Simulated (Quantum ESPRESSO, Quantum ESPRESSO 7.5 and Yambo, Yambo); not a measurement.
## Quasiparticle gap of PtS2 (1T monolayer) in Yambo

Wanted: ground state, empty states, screening and self-energy for PtS2 (1T monolayer).

Program: Quantum ESPRESSO 7.5 and Yambo 5.3.0. Level of theory: PBE and many-body steps on it, plane waves. Results are calculated unless marked as measured.

## (1) The structure

The cell holds 3 atoms: 1 Pt and 2 S. Cell: a = 3.574 Å, b = 3.574 Å, c = 15.000 Å, α = 90.0°, β = 90.0°, γ = 120.0°. Vacuum lies along c.

The structure was relaxed with PBE. The runs that relaxed it are not among those shown. Spin-orbit coupling is left out unless a step names it.

## (2) Ground state

This step: Quantum ESPRESSO 7.5; DFT, PBE, plane waves, norm-conserving pseudopotentials.

The ground-state density comes first.

File pw.in:

```
&control
  calculation = 'scf'
  prefix = 'x'
  outdir = 'o'
  pseudo_dir = 'pseudo'
/
&system
  ibrav = 0
  nat = 3
  ntyp = 2
  ecutwfc = 76.0
  nbnd = 20
  force_symmorphic = .true.
/
&electrons
  conv_thr = 1e-10
  electron_maxstep = 80
  mixing_beta = 0.5
/
ATOMIC_SPECIES
  Pt 195.08 Pt.upf
  S 32.06 S.upf
CELL_PARAMETERS angstrom
  3.5735367340 0.0000000000 0.0000000000
  -1.7867683670 3.0947735930 0.0000000000
  0.0000000000 0.0000000000 15.0000000000
ATOMIC_POSITIONS crystal
  Pt 0.0000000000 0.0000000000 0.5000000000
  S 0.3333333333 0.6666666667 0.5818567013
  S 0.6666666667 0.3333333333 0.4181432987
K_POINTS automatic
  12 12 1 0 0 0
```

Command:

```sh
$ OMP_NUM_THREADS=1 mpirun -n 4 pw.x -nk 4 -in pw.in > pw.out
```

Output:

```text
Program PWSCF v.7.5 starts

     This program is part of the open-source Quantum ESPRESSO suite
     for quantum simulation of materials; please cite
         "P. Giannozzi et al., J. Phys.:Condens. Matter 21 395502 (2009);
         "P. Giannozzi et al., J. Phys.:Condens. Matter 29 465901 (2017);
         "P. Giannozzi et al., J. Chem. Phys. 152 154105 (2020);
     in publications or presentations arising from this work. More details at
     Message from routine setup:
     using ibrav=0 with symmetry is DISCOURAGED, use correct ibrav instead

     G-vector sticks info

     bravais-lattice index     =            0
     lattice parameter (alat)  =       6.7530  a.u.
     unit-cell volume          =    1119.4765 (a.u.)^3
     number of atoms/cell      =            3
     number of atomic types    =            2
     number of electrons       =        30.00
     number of Kohn-Sham states=           20
     kinetic-energy cutoff     =      76.0000  Ry
     charge density cutoff     =     304.0000  Ry
     scf convergence threshold =      1.0E-10
     mixing beta               =       0.5000
     number of iterations used =            8  plain     mixing
     Exchange-correlation= PBE
                           (   1   4   3   4   0   0   0)

     celldm(1)=   6.753006  celldm(2)=   0.000000  celldm(3)=   0.000000
     celldm(4)=   0.000000  celldm(5)=   0.000000  celldm(6)=   0.000000

     crystal axes: (cart. coord. in units of alat)
               a(1) = (   1.000000   0.000000   0.000000 )
               a(2) = (  -0.500000   0.866025   0.000000 )
               a(3) = (   0.000000   0.000000   4.197522 )

     reciprocal axes: (cart. coord. in units 2 pi/alat)
               b(1) = (  1.000000  0.577350 -0.000000 )
               b(2) = (  0.000000  1.154701  0.000000 )
               b(3) = (  0.000000 -0.000000  0.238236 )
     Pseudo is Norm-conserving + core correction, Zval = 18.0
     Generated using ONCVPSP code by D. R. Hamann
     Using radial grid of 1374 points,  8 beta functions with:
     Pseudo is Norm-conserving + core correction, Zval =  6.0
     Generated using ONCVPSP code by D. R. Hamann
     Using radial grid of 1146 points,  6 beta functions with:
     Pt               18.00   195.08000     Pt( 1.00)
     S                 6.00    32.06000     S ( 1.00)

     12 Sym. Ops., with inversion, found

   Cartesian axes

     site n.     atom                  positions (alat units)
         1        Pt     tau(   1) = (   0.0000000   0.0000000   2.0987611  )
         2        S      tau(   2) = (  -0.0000000   0.5773503   2.4423565  )
         3        S      tau(   3) = (   0.5000000   0.2886751   1.7551658  )

     number of k points=    19
                       cart. coord. in units 2pi/alat
        k(    1) = (   0.0000000   0.0000000   0.0000000), wk =   0.0138889
        k(    2) = (   0.0000000   0.0962250   0.0000000), wk =   0.0833333
        k(    3) = (   0.0000000   0.1924501   0.0000000), wk =   0.0833333
        k(    4) = (   0.0000000   0.2886751   0.0000000), wk =   0.0833333
        k(    5) = (   0.0000000   0.3849002   0.0000000), wk =   0.0833333
        k(    6) = (   0.0000000   0.4811252   0.0000000), wk =   0.0833333
        k(    7) = (   0.0000000  -0.5773503   0.0000000), wk =   0.0416667
        k(    8) = (   0.0833333   0.1443376   0.0000000), wk =   0.0833333
        k(    9) = (   0.0833333   0.2405626   0.0000000), wk =   0.1666667
        k(   10) = (   0.0833333   0.3367877   0.0000000), wk =   0.1666667
     [... 7 further rows ...]
        k(   18) = (   0.2500000   0.5292377   0.0000000), wk =   0.1666667
        k(   19) = (   0.3333333   0.5773503   0.0000000), wk =   0.0277778

     Dense  grid:   100255 G-vectors     FFT dimensions: (  40,  40, 160)

     Initial potential from superposition of free atoms

     starting charge      29.9998, renormalised to      30.0000
     Starting wfcs are   18 randomized atomic wfcs +    2 random wfcs

     per-process dynamical memory:    81.1 Mb

     Self-consistent Calculation

     iteration #  1     ecut=    76.00 Ry     beta= 0.50

     total energy              =    -305.18151069 Ry
     estimated scf accuracy    <       0.49949875 Ry

     iteration #  2     ecut=    76.00 Ry     beta= 0.50

     total energy              =    -305.29408866 Ry
     estimated scf accuracy    <       0.77671354 Ry

     iteration #  3     ecut=    76.00 Ry     beta= 0.50

     total energy              =    -305.41133649 Ry
     estimated scf accuracy    <       0.00572745 Ry

     iteration #  4     ecut=    76.00 Ry     beta= 0.50

     total energy              =    -305.41226926 Ry
     estimated scf accuracy    <       0.00168819 Ry

     iteration #  5     ecut=    76.00 Ry     beta= 0.50

     total energy              =    -305.41252313 Ry
     estimated scf accuracy    <       0.00001035 Ry

     iteration #  6     ecut=    76.00 Ry     beta= 0.50

     total energy              =    -305.41253202 Ry
     estimated scf accuracy    <       0.00000057 Ry

     iteration #  7     ecut=    76.00 Ry     beta= 0.50

     total energy              =    -305.41253221 Ry
     estimated scf accuracy    <       0.00000008 Ry

     iteration #  8     ecut=    76.00 Ry     beta= 0.50

     total energy              =    -305.41253223 Ry
     estimated scf accuracy    <       0.00000002 Ry

     iteration #  9     ecut=    76.00 Ry     beta= 0.50

     total energy              =    -305.41253223 Ry
     estimated scf accuracy    <          8.8E-10 Ry

     iteration # 10     ecut=    76.00 Ry     beta= 0.50

     total energy              =    -305.41253223 Ry
     estimated scf accuracy    <          1.3E-10 Ry

     iteration # 11     ecut=    76.00 Ry     beta= 0.50

     End of self-consistent calculation

          k = 0.0000 0.0000 0.0000 ( 12619 PWs)   bands (ev):

   -99.5270 -53.6731 -53.6731 -53.5680 -14.8772 -12.6541  -6.4167  -6.4167
    -6.0352  -3.7253  -3.7253  -1.6633  -1.5514  -1.1801  -1.1801   2.3041
     2.3041   4.4767   4.9648   5.4783

          k = 0.0000 0.0962 0.0000 ( 12571 PWs)   bands (ev):

   -99.5270 -53.6743 -53.6733 -53.5678 -14.7917 -12.6754  -6.4046  -6.3626
    -5.9577  -3.8585  -3.7978  -2.0739  -1.4183  -1.1376  -0.9849   1.8854
     2.1884   4.6782   5.1941   5.7633

          k = 0.0000 0.1925 0.0000 ( 12560 PWs)   bands (ev):

   -99.5269 -53.6779 -53.6743 -53.5673 -14.5457 -12.7340  -6.3531  -6.2172
    -5.7404  -4.2973  -3.9447  -2.6018  -1.1482  -1.1168  -0.9172   1.1476
     1.9721   5.1528   5.5708   5.9812

          k = 0.0000 0.2887 0.0000 ( 12528 PWs)   bands (ev):

     [... further k-points ...]

     highest occupied, lowest unoccupied level (ev):    -0.8916    0.8753

!    total energy              =    -305.41253223 Ry
     estimated scf accuracy    <          1.1E-11 Ry

     The total energy is the sum of the following terms:
     one-electron contribution =    -938.53832297 Ry
     hartree contribution      =     468.67458137 Ry
     xc contribution           =     -60.14721573 Ry
     ewald contribution        =     224.59842510 Ry

     convergence has been achieved in  11 iterations

     XML data file, charge density, pseudopotentials, collected wavefunctions

=------------------------------------------------------------------------------=
   JOB DONE.
=------------------------------------------------------------------------------=
```

The job ended after 26 s (4 MPI ranks of Arm Neoverse V1, shared host; peak memory 0.59 GiB; 1.8 min of CPU time).

Numbers from this step:

```yaml
total_energy: -4155.3492 eV
gap: 1.767 eV
k_of_the_valence_top: 0.1667, 0.1667, 0
k_of_the_conduction_bottom: 0, 0.25, 0
least_direct_gap: 1.907 eV
```

The gap is indirect, with the least direct gap 0.14 eV higher.

## (3) Bands along the symmetry lines

The cheap functional maps the bands first; the places of the edges decide which points the dearer methods must see.

File pw.in:

```
&control
  calculation = 'bands'
  prefix = 'x'
  outdir = 'o'
  pseudo_dir = 'pseudo'
/
&system
  ibrav = 0
  nat = 3
  ntyp = 2
  ecutwfc = 76.0
  nbnd = 21
  force_symmorphic = .true.
/
&electrons
  conv_thr = 1e-9
  electron_maxstep = 80
  diago_full_acc = .true.
  diago_thr_init = 5e-6
/
ATOMIC_SPECIES
  Pt 195.08 Pt.upf
  S 32.06 S.upf
CELL_PARAMETERS angstrom
  3.5735367340 0.0000000000 0.0000000000
  -1.7867683670 3.0947735930 0.0000000000
  0.0000000000 0.0000000000 15.0000000000
ATOMIC_POSITIONS crystal
  Pt 0.0000000000 0.0000000000 0.5000000000
  S 0.3333333333 0.6666666667 0.5818567013
  S 0.6666666667 0.3333333333 0.4181432987
K_POINTS crystal
  25
  0.00000000 0.00000000 0.00000000 1
  0.06250000 0.00000000 0.00000000 1
  0.12500000 0.00000000 0.00000000 1
  0.18750000 0.00000000 0.00000000 1
  0.25000000 0.00000000 0.00000000 1
  0.31250000 0.00000000 0.00000000 1
  0.37500000 0.00000000 0.00000000 1
  0.43750000 0.00000000 0.00000000 1
  0.50000000 0.00000000 0.00000000 1
  0.47916667 0.04166667 0.00000000 1
  0.45833333 0.08333333 0.00000000 1
  0.43750000 0.12500000 0.00000000 1
  0.41666666 0.16666666 0.00000000 1
  0.39583333 0.20833333 0.00000000 1
  0.37500000 0.25000000 0.00000000 1
  0.35416666 0.29166666 0.00000000 1
  0.33333333 0.33333333 0.00000000 1
  0.29166666 0.29166666 0.00000000 1
  0.25000000 0.25000000 0.00000000 1
  0.20833333 0.20833333 0.00000000 1
  0.16666666 0.16666666 0.00000000 1
  0.12500000 0.12500000 0.00000000 1
  0.08333333 0.08333333 0.00000000 1
  0.04166667 0.04166667 0.00000000 1
  0.00000000 0.00000000 0.00000000 1
```

Output:

```text
[banner, memory and clock lines left out]
Program PWSCF v.7.5 starts

     Atomic positions and unit cell read from directory:
     o/x.save/

     Message from routine setup:
     using ibrav=0 with symmetry is DISCOURAGED, use correct ibrav instead

     G-vector sticks info

     bravais-lattice index     =            0
     lattice parameter (alat)  =       6.7530  a.u.
     unit-cell volume          =    1119.4765 (a.u.)^3
     number of atoms/cell      =            3
     number of atomic types    =            2
     number of electrons       =        30.00
     number of Kohn-Sham states=           21
     kinetic-energy cutoff     =      76.0000  Ry
     charge density cutoff     =     304.0000  Ry
     Exchange-correlation= PBE
                           (   1   4   3   4   0   0   0)

     celldm(1)=   6.753006  celldm(2)=   0.000000  celldm(3)=   0.000000
     celldm(4)=   0.000000  celldm(5)=   0.000000  celldm(6)=   0.000000

     crystal axes: (cart. coord. in units of alat)
               a(1) = (   1.000000   0.000000   0.000000 )
               a(2) = (  -0.500000   0.866025   0.000000 )
               a(3) = (   0.000000   0.000000   4.197522 )

     reciprocal axes: (cart. coord. in units 2 pi/alat)
               b(1) = (  1.000000  0.577350 -0.000000 )
               b(2) = (  0.000000  1.154701  0.000000 )
               b(3) = (  0.000000 -0.000000  0.238236 )
     Pseudo is Norm-conserving + core correction, Zval = 18.0
     Generated using ONCVPSP code by D. R. Hamann
     Using radial grid of 1374 points,  8 beta functions with:
     Pseudo is Norm-conserving + core correction, Zval =  6.0
     Generated using ONCVPSP code by D. R. Hamann
     Using radial grid of 1146 points,  6 beta functions with:
     Pt               18.00   195.08000     Pt( 1.00)
     S                 6.00    32.06000     S ( 1.00)

     12 Sym. Ops., with inversion, found

   Cartesian axes

     site n.     atom                  positions (alat units)
         1        Pt     tau(   1) = (   0.0000000   0.0000000   2.0987611  )
         2        S      tau(   2) = (  -0.0000000   0.5773503   2.4423565  )
         3        S      tau(   3) = (   0.5000000   0.2886751   1.7551658  )

     number of k points=    25
                       cart. coord. in units 2pi/alat
        k(    1) = (   0.0000000   0.0000000   0.0000000), wk =   0.0800000
        k(    2) = (   0.0625000   0.0360844   0.0000000), wk =   0.0800000
        k(    3) = (   0.1250000   0.0721688   0.0000000), wk =   0.0800000
[...]
[... 13 further rows ...]
        k(   24) = (   0.0416667   0.0721688   0.0000000), wk =   0.0800000
        k(   25) = (   0.0000000   0.0000000   0.0000000), wk =   0.0800000

     Dense  grid:   100255 G-vectors     FFT dimensions: (  40,  40, 160)

     The potential is recalculated from file :
     o/x.save/charge-density

     Starting wfcs are   18 randomized atomic wfcs +    3 random wfcs

     Band Structure Calculation

     End of band structure calculation

          k = 0.0000 0.0000 0.0000 ( 12619 PWs)   bands (ev):

   -99.5269 -53.6730 -53.6730 -53.5679 -14.8772 -12.6541  -6.4167  -6.4167
    -6.0351  -3.7253  -3.7253  -1.6633  -1.5514  -1.1800  -1.1800   2.3042
     2.3042   4.4767   4.9648   5.4783   5.8051

          k = 0.0625 0.0361 0.0000 ( 12589 PWs)   bands (ev):

   -99.5269 -53.6737 -53.6732 -53.5678 -14.8289 -12.6662  -6.4102  -6.3859
[...]
2.2358   4.5936   5.1105   5.6432   5.9025

          k = 0.1250 0.0722 0.0000 ( 12568 PWs)   bands (ev):

[...]
2.0775   4.8948   5.3757   5.9942   6.1831

[...]
k = 0.0417 0.0722 0.0000 ( 12589 PWs)   bands (ev):

[...]
2.2061   4.6307   5.1488   5.6993   5.9342

          k = 0.0000 0.0000 0.0000 ( 12619 PWs)   bands (ev):

   -99.5269 -53.6730 -53.6730 -53.5679 -14.8772 -12.6541  -6.4167  -6.4167
    -6.0351  -3.7253  -3.7253  -1.6633  -1.5514  -1.1800  -1.1800   2.3042
     2.3042   4.4767   4.9648   5.4783   5.8051

     XML data file, pseudopotentials, collected wavefunctions
```

Elapsed: 14 s, on 4 MPI ranks; peak memory 0.41 GiB.

Numbers from this step:

```yaml
gap: 1.767 eV
k_of_the_valence_top: 0.1667, 0.1667, 0
k_of_the_conduction_bottom: 0.25, 0, 0
least_direct_gap: 1.907 eV
```

The gap is 1.767 eV, as in the run before at this level.

Electronic bands along the path, in eV, zero at the top of the highest filled band:

```
  point  band 12  band 13  band 14  band 15  band 16  band 17  band 18  band 19
      Γ    -0.77    -0.66    -0.29    -0.29     3.20     3.20     5.37     5.86
halfway    -2.00    -0.42    -0.41    -0.14     1.77     2.76     6.19     6.69
      M    -2.10    -2.02    -1.67    -1.37     2.79     2.98     5.52     6.76
halfway    -2.23    -2.19    -1.09    -0.75     2.30     2.60     6.21     7.82
      K    -2.44    -2.23    -0.71    -0.71     2.15     2.15     6.86     8.97
halfway    -2.05    -0.80    -0.48     0.00     2.10     2.14     6.84     7.06
      Γ    -0.77    -0.66    -0.29    -0.29     3.20     3.20     5.37     5.86
```

## (4) Empty states on the mesh, 6×6×1 mesh, 92 bands

The sums over transitions need many empty states on a uniform mesh; this step solves for them.

File pw.in:

```
&control
  calculation = 'nscf'
  prefix = 'x'
  outdir = 'o'
  pseudo_dir = 'pseudo'
/
&system
  ibrav = 0
  nat = 3
  ntyp = 2
  ecutwfc = 76.0
  nbnd = 92
  force_symmorphic = .true.
/
&electrons
  conv_thr = 1e-9
  electron_maxstep = 80
  diago_full_acc = .true.
  diago_thr_init = 5e-6
/
ATOMIC_SPECIES
  Pt 195.08 Pt.upf
  S 32.06 S.upf
CELL_PARAMETERS angstrom
  3.5735367340 0.0000000000 0.0000000000
  -1.7867683670 3.0947735930 0.0000000000
  0.0000000000 0.0000000000 15.0000000000
ATOMIC_POSITIONS crystal
  Pt 0.0000000000 0.0000000000 0.5000000000
  S 0.3333333333 0.6666666667 0.5818567013
  S 0.6666666667 0.3333333333 0.4181432987
K_POINTS automatic
  6 6 1 0 0 0
```

Output:

```text
[banner, memory and clock lines left out]
Program PWSCF v.7.5 starts

     Atomic positions and unit cell read from directory:
     o/x.save/

     Message from routine setup:
     using ibrav=0 with symmetry is DISCOURAGED, use correct ibrav instead

     G-vector sticks info

     bravais-lattice index     =            0
     lattice parameter (alat)  =       6.7530  a.u.
     unit-cell volume          =    1119.4765 (a.u.)^3
     number of atoms/cell      =            3
     number of atomic types    =            2
     number of electrons       =        30.00
     number of Kohn-Sham states=           92
     kinetic-energy cutoff     =      76.0000  Ry
     charge density cutoff     =     304.0000  Ry
     Exchange-correlation= PBE
                           (   1   4   3   4   0   0   0)

     celldm(1)=   6.753006  celldm(2)=   0.000000  celldm(3)=   0.000000
     celldm(4)=   0.000000  celldm(5)=   0.000000  celldm(6)=   0.000000

     crystal axes: (cart. coord. in units of alat)
               a(1) = (   1.000000   0.000000   0.000000 )
               a(2) = (  -0.500000   0.866025   0.000000 )
               a(3) = (   0.000000   0.000000   4.197522 )

     reciprocal axes: (cart. coord. in units 2 pi/alat)
               b(1) = (  1.000000  0.577350 -0.000000 )
               b(2) = (  0.000000  1.154701  0.000000 )
               b(3) = (  0.000000 -0.000000  0.238236 )
     Pseudo is Norm-conserving + core correction, Zval = 18.0
     Generated using ONCVPSP code by D. R. Hamann
     Using radial grid of 1374 points,  8 beta functions with:
     Pseudo is Norm-conserving + core correction, Zval =  6.0
     Generated using ONCVPSP code by D. R. Hamann
     Using radial grid of 1146 points,  6 beta functions with:
     Pt               18.00   195.08000     Pt( 1.00)
     S                 6.00    32.06000     S ( 1.00)

     12 Sym. Ops., with inversion, found

   Cartesian axes

     site n.     atom                  positions (alat units)
         1        Pt     tau(   1) = (   0.0000000   0.0000000   2.0987611  )
         2        S      tau(   2) = (  -0.0000000   0.5773503   2.4423565  )
         3        S      tau(   3) = (   0.5000000   0.2886751   1.7551658  )

     number of k points=     7
                       cart. coord. in units 2pi/alat
        k(    1) = (   0.0000000   0.0000000   0.0000000), wk =   0.0555556
        k(    2) = (   0.0000000   0.1924501   0.0000000), wk =   0.3333333
        k(    3) = (   0.0000000   0.3849002   0.0000000), wk =   0.3333333
        k(    4) = (   0.0000000  -0.5773503   0.0000000), wk =   0.1666667
        k(    5) = (   0.1666667   0.2886751   0.0000000), wk =   0.3333333
        k(    6) = (   0.1666667   0.4811252   0.0000000), wk =   0.6666667
        k(    7) = (   0.3333333   0.5773503   0.0000000), wk =   0.1111111

     Dense  grid:   100255 G-vectors     FFT dimensions: (  40,  40, 160)

     The potential is recalculated from file :
     o/x.save/charge-density

     Starting wfcs are   18 randomized atomic wfcs +   74 random wfcs

     Band Structure Calculation

     End of band structure calculation

          k = 0.0000 0.0000 0.0000 ( 12619 PWs)   bands (ev):

   -99.5269 -53.6730 -53.6730 -53.5679 -14.8772 -12.6541  -6.4167  -6.4167
    -6.0351  -3.7253  -3.7253  -1.6633  -1.5514  -1.1800  -1.1800   2.3042
     2.3042   4.4767   4.9648   5.4783   5.8051   7.4457   7.8605   7.8605
[...]
31.9125  31.9125  32.4681  32.8369

          k = 0.0000 0.1925 0.0000 ( 12560 PWs)   bands (ev):

[...]
32.9307  32.9594  33.1728  33.2717

          k = 0.0000 0.3849 0.0000 ( 12540 PWs)   bands (ev):

[...]
29.2746  29.2887  29.5042  29.5060  30.0552  30.8745  31.0772  31.2220
    31.4940  31.9094  32.1593  32.4024  32.5824  32.9870  33.2268  33.6140
    34.0009  34.0714  34.3191  34.7382

          k = 0.0000-0.5774 0.0000 ( 12518 PWs)   bands (ev):

     [... further k-points ...]

     highest occupied, lowest unoccupied level (ev):    -0.8916    1.1476

     XML data file, pseudopotentials, collected wavefunctions
```

Run time: 25 s. Hardware: 4 MPI ranks; peak memory 0.71 GiB; 1.7 min of CPU time.

This step gave:

- gap: 2.039 eV
- k of the valence top: 0.1667, 0.1667, 0
- k of the conduction bottom: 0, 0.1667, 0
- least direct gap: 2.065 eV
- k points computed: 7
- lowest point of the top converged band, above the valence top: 33.73 eV

On this mesh the gap is 2.039 eV. The earlier step found 1.767 eV, so this mesh misses an edge.

(Part 1 of 2 ends here.)

[Paths, hosts, dates, memory and timing lines, banners, echoed tables and standing remarks are left out of the program output.]

[Logs are printed without paths, hosts, clocks, repeated set-up lines and the standing remarks that a program may print on its own settings, such as how far it seeks lower states.]

[Runs of the session that timed out or met a known fault of the program may be left out.]

[Hosts, paths, dates, database ids (printed as entryN), source tags and the programs' standing remarks are cut or masked in the printed files.]
